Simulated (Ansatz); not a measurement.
## GaC (built on the sites of a database entry of TlC): from the cell to its phonons

Aim: the phonons of GaC (built on the sites of a database entry of TlC) at a cell relaxed beforehand at this level. After the zone centre comes a 4×4×4 q mesh on a 16×16×16 k mesh.

Main program and level: Ansatz 0.2.0; DFT PBEsol, scalar-relativistic, plane waves, norm-conserving pseudopotentials.

The structure was built from a prototype and need not be the compound's stable phase.

## Step 1: Set-up

It takes space group Pm-3m (No. 221, cubic). The conventional cell has a = 2.775 Å, b = 2.775 Å, c = 2.775 Å, α = 90.00°, β = 90.00°, γ = 90.00°. Nearest to Ga lie 8 C at 2.40 Å. Nearest to C lie 8 Ga at 2.40 Å. Farther neighbours are not listed.

## Step 2: Zone-centre response

The cell comes from relaxations at this level that are not shown. The zone centre comes first: it holds the modes that light can see, as far as symmetry allows. No field response is asked, since the mesh shows no gap.

input.yaml reads:

```yaml
crystal:
  lattice:
    - [2.7754559291, 0.0, 0.0]
    - [0.0, 2.7754559291, 0.0]
    - [0.0, 0.0, 2.7754559291]
  atoms:
    - { symbol: Ga, position: [0.0, 0.0, 0.0] }
    - { symbol: C, position: [0.5, 0.5, 0.5] }
kpoints:
  mp_grid: { grid: [16, 16, 16] }
hamiltonian:
  xc: pbesol
  pseudopotentials: { kind: nc }
scf:
  occupations: { method: methfessel_paxton, width: 0.15 }
output:
  eigenvalues: true
phonons:
  method: dfpt
```

On the command line:

```console
$ ansatz run input.yaml --threads 4 --pin off --max-ram 7168MiB --backend cpu --events-out ev --progress --plain --runs-dir out
```

Numbers of over 12 decimals in the logs are rounded to 6 here.

The log of the run:

```text
Engine: ansatz 0.2.0, aarch64-unknown-linux-gnu
Pseudopotentials: kind: nc
Pseudopotential: Ga, nc, valence charge 13, recommended cutoff 1088.45545 eV (normal), Ga.nc.azcp (PseudoDojo's, or run here from an input of PseudoDojo's: the run reads no file of this project's for it)
Pseudopotential: C, nc, valence charge 4, recommended cutoff 1115.666836 eV (normal), C.nc.azcp (PseudoDojo's, or run here from an input of PseudoDojo's: the run reads no file of this project's for it)
Functional definition: PBEsol
  exchange = pbesol_x
  correlation = pbesol_c
Crystal: 2 atoms, lattice volume = 21.380 Å³
Basis set: ecut = 1115.666836 eV, 1839 PW (Γ), exchange–correlation on 64×64×64 points (8 copies of the dense FFT grid, shifted against one another)
Bands: 13, of which v1, the nominal top of the filled ones, is band 9 counted from 1 (8 counted from 0)
Symmetry: 48 space group operations
k-points: 405 of 4096 (irreducible under 8 space group operations, time reversal used)
Non-local potential: Ga, projectors of the file, l = 0: 2, l = 1: 2, l = 2: 2
Non-local potential: C, projectors of the file, l = 0: 2, l = 1: 2
Initial density: superposition of atomic densities (chi_scale 0.1, normalization cell, long waves kept (reshape's long-wave potential 0.00 eV rms))
Initial wavefunctions: pseudopotential atomic-orbital guess
Functional: x = pbesol(κ = 0.804, μ = 0.123457), c = pbesol(β = 0.046)
SCF iter   1: F=—  HF=-2237.410071 eV  |F-HF|=—  |Δ(HF+E_count)|=         —  Δρ=3.85e-2  dr2=4.65e-1  ethr=3.10e-3  ⟨swp⟩=5.1  Hψ=28656  notcnv=0
preconditioner: auto → none  [metal: Δε(μ)=0.013 eV  Ē_g=17.278 eV  σ=0.150 eV  W_gap=0.08  n_scr=6 (ndim 8)  ℏωp=33.1 eV  f_vac=0.000  D(μ)=0.81/eV (n_scr^D=6)  sad-step TF]
SCF iter   2: F=—  HF=-2237.305667 eV  |F-HF|=—  |Δ(HF+E_count)|=   1.04e-1  S|Δr|=    0.00e0  Δρ=1.91e-2  dr2=9.50e-2  ethr=2.73e-3  ⟨swp⟩=1.8  Hψ=9508  notcnv=0  defer=2
SCF iter   3: F=—  HF=-2237.281067 eV  |F-HF|=—  |Δ(HF+E_count)|=   2.46e-2  S|Δr|=    0.00e0  Δρ=3.23e-3  dr2=1.28e-3  ethr=5.59e-4  ⟨swp⟩=1.4  Hψ=5680  notcnv=0  defer=38
SCF iter   4: F=—  HF=-2237.280923 eV  |F-HF|=—  |Δ(HF+E_count)|=   1.44e-4  S|Δr|=    0.00e0  Δρ=4.07e-4  dr2=3.89e-5  ethr=7.54e-6  ⟨swp⟩=1.7  Hψ=6382  notcnv=0  defer=65
SCF iter   5: F=—  HF=-2237.280919 eV  |F-HF|=—  |Δ(HF+E_count)|=   4.48e-6  S|Δr|=    0.00e0  Δρ=6.85e-5  dr2=2.78e-7  ethr=2.29e-7  ⟨swp⟩=2.6  Hψ=8787  notcnv=0  defer=65
SCF iter   6: F=—  HF=-2237.280911 eV  |F-HF|=—  |Δ(HF+E_count)|=   8.14e-6  S|Δr|=    0.00e0  Δρ=1.67e-5  dr2=1.87e-8  ethr=1.63e-9  ⟨swp⟩=2.1  Hψ=8009  notcnv=0  defer=65
SCF iter   7: F=—  HF=-2237.280911 eV  |F-HF|=—  |Δ(HF+E_count)|=   8.04e-9  S|Δr|=    0.00e0  Δρ=1.36e-6  dr2=1.06e-10  ethr=1.10e-10  ⟨swp⟩=2.0  Hψ=7209  notcnv=0  defer=65
SCF iter   8: F=-2237.280911 eV  HF=-2237.280911 eV  |F-HF|=1.36e-12  |Δ(HF+E_count)|=  6.41e-11  S|Δr|=    0.00e0  Δρ=1.53e-7  dr2=2.27e-12  ethr=1.00e-12  ⟨swp⟩=7.3  Hψ=25879  notcnv=0
SCF 1 converged in 8 iterations: F = -2237.280911 eV  dr2 = 2.27e-12
DFPT response loops at Γ: preconditioner auto → Kerker (q_TF=auto, 2.626 Å⁻¹) (partly filled bands, converged f_vac=0.000); β = 1.00, the filter's whole step (`scf.mixing.beta` (0.50) is not read by the response loops under this deck's `scf.mixing.preconditioner`; to damp them name `kerker` or `kerker_dos`, under which they read `scf.mixing.beta`, and type it under 1.00, their step now; both keys bind the ground state too); Broyden in place of MSR1
SCF converged after 8 iterations
Stability not checked: this state was not tested for a lower state beside it, because cold or Methfessel-Paxton smearing, or corrected tetrahedra, fill the levels in a way that the test cannot read (fill_not_monotonic; see scf.lower_state_search)
Free energy (F): -2237.280911 eV
Harris-Foulkes:  -2237.280911 eV  (|F-HF|=1.36e-12)
Internal energy: -2237.281359 eV  (E = F + TS)
E sigma→0 (E₀):  -2237.281023 eV
Entropy (-TS):   0.000448 eV (0.224 meV/atom)
Fermi energy:    13.423808 eV
--- Per-component energies (eV) ---
  E_band       = 36.445390
  E_kinetic    = 1810.836599
  E_local      = -1311.574782  (includes V_loc(G=0)·N_el)
  E_nonlocal   = -1041.872786
  E_hartree    = 502.770399
  E_xc         = -619.443449
  E_vxc        = -426.484480  (∫ρ·V_xc dr)
  E_ewald      = -1577.997338
  E_smearing   = 0.000448  (= −TS)
  E_closure    = -0.000000  (closes the sum)
  Σ components = -2237.280911   (vs F -2237.280911, Δ=0.00e0)
--- Band table (eV; the first three rows and the last of 405) ---
  k-point 0: bands = [... 5 lower, -1.4377, 13.0930, 13.0930, 13.0930, 14.7061, 22.2051, 22.2051, 27.3524]
  k-point 1: bands = [... 5 lower, -1.4371, 12.3919, 13.1489, 13.1489, 15.1545, 22.2702, 22.4048, 27.2062]
  k-point 2: bands = [... 5 lower, -1.4356, 11.0912, 13.3124, 13.3124, 15.7844, 22.4659, 22.7746, 26.7793]
  k-point 404: bands = [... 5 lower, 6.2616, 11.0541, 11.0541, 11.0541, 14.2347, 14.2347, 14.2347, 15.6098]
--- Phonons (Γ-DFPT): 2 representative perturbations + reference, on 405 of 4096 k-points (Σ response iterations 6) ---
  k mesh reduced under 8 symmetry operations, with k and −k counted as one. Each operation leaves every solved perturbation unchanged. A smaller set is not used because it would not reduce the number of displacements times k-points to solve
  ASR residual: 1.770e-4 → 0.000e0 eV/Å²; symmetrization residual: 7.655e-6 eV/Å²
  ASR residual per site (eV/Å²): 1.77e-4 8.57e-5
  Γ frequencies (cm⁻¹): -138.70 -138.70 -138.70 0.00 0.00 0.00
  non-analytic LO–TO correction: not included (Born effective charges unavailable; polar crystals: no LO–TO splitting at Γ)
```

Run time: 24 s. Hardware: 4 threads of Arm Neoverse V1, shared host; peak memory 1.2 GiB.

The column dr2 measures how far the density is from self-consistency, as an energy; F and HF (Harris–Foulkes) agree once it is small.

This step gave:

```yaml
volume_per_atom: 10.69 Å³
gap_on_the_k_mesh: 0 eV
sum_rule_residual_before_enforcement: 1.77e-4 eV/Å²
point_group: m-3m
highest_optical_mode_at_the_zone_centre_no_lo_to_term: -138.7 cm⁻¹
lowest_optical_zone_centre_mode: -138.7 cm⁻¹
```

Patterns of degenerate modes are one choice out of their space. The modes at Γ (shares of kinetic energy by element, %) (negative means imaginary):

```tsv
mode	frequency (cm⁻¹)	symmetry	Ga %	C %
1	-138.7	T1u	15	85
2	-138.7	T1u	15	85
3	-138.7	T1u	15	85
4	0.0	acoustic	85	15
5	0.0	acoustic	85	15
6	0.0	acoustic	85	15
```

Displacements in mode 3 (-138.7 cm⁻¹), the largest set to 1:
```
Ga1  0.00  0.00 -0.17
C2   0.00  0.00  1.00
```

Before it was imposed, the acoustic sum rule was missed by 1.8e-4 eV/Å². Small misses are needed for a sound result but don't prove that mesh and cutoff are converged. The lowest optical mode is imaginary, 138.7i cm⁻¹, so the energy falls along it.

## Step 3: The dispersion

Stability and thermal properties need the whole zone. Linear response on a 4×4×4 q mesh gives force constants as far as a supercell of that size would.

input.yaml: that of step 2 with these lines changed.

```diff
@@ -19 +19,8 @@
   method: dfpt
+  qmesh: [4, 4, 4]
+  temperatures: { t_max: 1000, t_step: 50 }
+  qpath:
+    path:
+      - [[0.0, 0.0, 0.0], [0.0, 0.5, 0.0], [0.5, 0.5, 0.0], [0.0, 0.0, 0.0], [0.5, 0.5, 0.5], [0.0, 0.5, 0.0]]
+      - [[0.5, 0.5, 0.5], [0.5, 0.5, 0.0]]
+    npoints: 10
```

The log of the run:

```text
[...]
Crystal: 2 atoms, lattice volume = 21.380 Å³
Basis set: ecut = 1115.666836 eV, 1839 PW (Γ), exchange–correlation on 64×64×64 points (8 copies of the dense FFT grid, shifted against one another)
Bands: 13, of which v1, the nominal top of the filled ones, is band 9 counted from 1 (8 counted from 0)
Symmetry: 48 space group operations
k-points: 165 of 4096
[...]
SCF iter   1: F=—  HF=-2237.410052 eV  |F-HF|=—  |Δ(HF+E_count)|=         —  Δρ=3.85e-2  dr2=4.65e-1  ethr=3.10e-3  ⟨swp⟩=5.1  Hψ=11730  notcnv=0
[...]
SCF iter   8: F=-2237.280911 eV  HF=-2237.280911 eV  |F-HF|=2.73e-12  |Δ(HF+E_count)|=  3.96e-11  S|Δr|=    0.00e0  Δρ=1.55e-7  dr2=2.29e-12  ethr=1.00e-12  ⟨swp⟩=7.2  Hψ=10557  notcnv=0
SCF 1 converged in 8 iterations: F = -2237.280911 eV  dr2 = 2.29e-12
phonons: the bands overlap, so this run is a metal and interpolates without the dipole-dipole term. If the crystal is really an insulator or semiconductor, its LO-TO splitting is missing
NSCF: frozen V_eff on 165 k-points
[...]
DFPT response loops at q = (0, 0, 0) (fractional): preconditioner auto → Kerker (q_TF=auto, 2.626 Å⁻¹) (partly filled bands, converged f_vac=0.000); β = 1.00, the filter's whole step (`scf.mixing.beta` (0.50) is not read by the response loops under this deck's `scf.mixing.preconditioner`; to damp them name `kerker` or `kerker_dos`, under which they read `scf.mixing.beta`, and type it under 1.00, their step now; both keys bind the ground state too); Broyden in place of MSR1
[...]
phonons.qmesh, q = [0.0000, 0.2500, 0.2500]: its response loops start from zero, take more passes and end by a threshold: the memory limit or budget leaves too little room for the subspace of the ground state's own states beside the solves, or none could be made (phonons.method)
[...]
SCF converged after 8 iterations
[...]
Free energy (F): -2237.280911 eV
[...]
Internal energy: -2237.281359 eV  (E = F + TS)
E sigma→0 (E₀):  -2237.281023 eV
Entropy (-TS):   0.000448 eV (0.224 meV/atom)
Fermi energy:    13.423808 eV
[...]
--- Band table (eV; the first three rows and the last of 165) ---
  k-point 0: bands = [... 5 lower, -1.4377, 13.0930, 13.0930, 13.0930, 14.7061, 22.2051, 22.2051, 27.3524]
  k-point 1: bands = [... 5 lower, -1.4371, 12.3919, 13.1489, 13.1489, 15.1545, 22.2702, 22.4048, 27.2062]
  k-point 2: bands = [... 5 lower, -1.4356, 11.0912, 13.3124, 13.3124, 15.7844, 22.4659, 22.7746, 26.7793]
  k-point 164: bands = [... 5 lower, 6.2616, 11.0541, 11.0541, 11.0541, 14.2347, 14.2347, 14.2347, 15.6098]
--- Phonons (Γ-DFPT): 2 representative perturbations + reference (Σ response iterations 6) ---
  ASR residual: 1.645e-4 → 0.000e0 eV/Å²; symmetrization residual: 4.190e-8 eV/Å²
  ASR residual per site (eV/Å²): 1.65e-4 8.12e-5
  Γ frequencies (cm⁻¹): -138.70 -138.70 -138.70 0.00 0.00 0.00
--- Phonons (arbitrary-q DFPT): 10 irreducible q on the 4×4×4 mesh ---
  q = [0.0000, 0.0000, 0.0000] (star 1, of the zone-centre solve; hermiticity 1.16e-7, symmetrization 2.61e-13): -138.70 -138.70 -138.70 -0.00 0.00 0.00
  q = [0.0000, 0.0000, 0.2500] (star 6, 4 solved perturbations in 4032 linear systems a pass and spin channel, the states on 1296 of 4096 k-point pairs; hermiticity 1.75e-8, symmetrization 7.84e-13, the responses' own estimated error 2.5e-5 eV/Å²): -191.83 -191.83 -165.54 -51.90 -51.90 138.25
[...]
q = [0.0000, 0.2500, -0.5000] (star 12, 6 solved perturbations on 1296 of 4096 k-point pairs; hermiticity 4.90e-8, symmetrization 4.36e-9, the responses' own estimated error 2.6e-5 eV/Å²): -424.34 -313.70 -98.63 114.57 191.86 232.39
[...]
sum rule: each row above includes the acoustic sum rule's correction from the zone centre's row sums; it moved no ω² by more than (1.36 cm⁻¹)²
  mesh force constants: q→R imaginary residual 3.39e-19; ASR residual 1.645e-4 → 0.000e0 eV/Å²; symmetrization residual 2.665e-15 eV/Å²
  interpolated dispersion: 62 rows × 6 modes
  density of states and harmonic sums: on the 24×24×24 q-mesh, interpolated from the force constants of a 4×4×4 supercell (no non-analytic term)
  largest difference from the sums on the solved wave vectors: F 2.74e-2 eV, S 3.07e-5 and C_V 1.26e-5 eV/K
  zero-point energy: 0.024361 eV/cell   skipped modes (ω ≤ 0): 1432, of them read as no rigid motion or as one in doubt: 1429 (3.126e0 modes/cell left out, lowest -562.33 cm⁻¹)   left out of the sums: 5.21e-1 of the cell's modes: C_V's classical limit lies that fraction below 3 k_B per atom; for a crystal, a wire or a layer, F and S can be off by more, and a phonons.interpolated_qmesh denser along its periods is the remedy for the sampling
```

Wall time 15 min (4 threads); peak memory 4.6 GiB; 60 min of CPU time.

This step gave:

```
sum-rule residual before enforcement                    : 1.65e-4 eV/Å²
lowest frequency on the path                            : -561.0 cm⁻¹
highest frequency on the path or at a solved wavevector : 238.2 cm⁻¹
lowest mode on the q mesh (acoustic modes at Γ apart)   : -556.6 cm⁻¹
```

Frequencies (cm⁻¹) solved at each irreducible wavevector; negative means imaginary. Frequencies by wavevector, by row:

```tsv
q in reciprocal lattice units	star	mode 1	mode 2	mode 3	mode 4	mode 5	mode 6
0 0 0	1	-138.7	-138.7	-138.7	0	0	0
0 0 0.25	6	-191.8	-191.8	-165.5	-51.9	-51.9	138.2
0 0 -0.5	3	-327.6	-327.6	-71.8	-71.8	182	236.3
0 0.25 0.25	12	-346.9	-272.3	-195.4	-78.7	120.4	133.2
0 0.25 -0.5	12	-424.3	-313.7	-98.6	114.6	191.9	232.4
0 -0.5 -0.5	3	-450.9	-114.5	176.9	176.9	198.4	198.4
0.25 0.25 0.25	8	-356.1	-233.2	-233.2	114.7	114.7	116.3
0.25 0.25 -0.5	12	-374.1	-350.6	97.4	105.4	184.4	188.5
0.25 -0.5 -0.5	6	-556.6	87.4	120	120	175.4	175.4
-0.5 -0.5 -0.5	1	-249.1	-249.1	-249.1	174.7	174.7	174.7
```

Interpolated from a 4×4×4 q mesh. Phonon branches along the path, in cm⁻¹:

```tsv
point	branch 1	branch 2	branch 3	branch 4	branch 5	branch 6
Γ	-139	-139	-139	0	0	0
halfway	-192	-192	-166	-52	-52	138
X	-328	-328	-72	-72	182	236
halfway	-424	-314	-99	115	192	232
M	-451	-114	177	177	198	198
halfway	-347	-272	-195	-79	120	133
Γ	-139	-139	-139	0	0	0
halfway	-356	-233	-233	115	115	116
R	-249	-249	-249	175	175	175
halfway	-374	-351	97	105	184	188
X	-328	-328	-72	-72	182	236
jump to R	-249	-249	-249	175	175	175
halfway	-557	87	120	120	175	175
M	-451	-114	177	177	198	198
```

The phonon branches as a text plot (rows in cm⁻¹):

```
    222 |      ********                              *****
    188 |      ***********                    *******************
    155 |    **      ** * ***              ***  ****      **
    122 |   *       *    *   **         ***        **       **
     88 |  *  *    *          **     ***            **       *
     55 | *       *   *         *   ***              *
     22 |*                       * *                  *
    -12 |**              *       **
    -45 |  ***                 **                 *    *    *
    -78 |     ******       ****                         **    *
   -111 |    *      *******                                    **
   -145 |***                    ****                       *
   -178 | ***        *    *** ***   *            *
   -211 |                    * *    ***
   -245 |    *             **          ****   ***         *
   -278 |     *     *        **      **    ***  *         *
   -311 |      **                          **    *       *
   -345 |        ***         *         ****      ********
   -378 |         *                               *****
   -411 |          *       **
   -444 |           *******                                *
   -478 |                                                       *
   -511 |                                                   *  *
   -544 |                                                    **
         Γ      X      M          Γ            R        X|R     M
```

[end of part 1 of 2]

[Logs are printed without paths, hosts, clocks, repeated set-up lines and the standing remarks that a program may print on its own settings, such as how far it seeks lower states.]

[Hosts, paths, dates, database ids (printed as entryN), source tags and the programs' standing remarks are cut or masked in the printed files.]
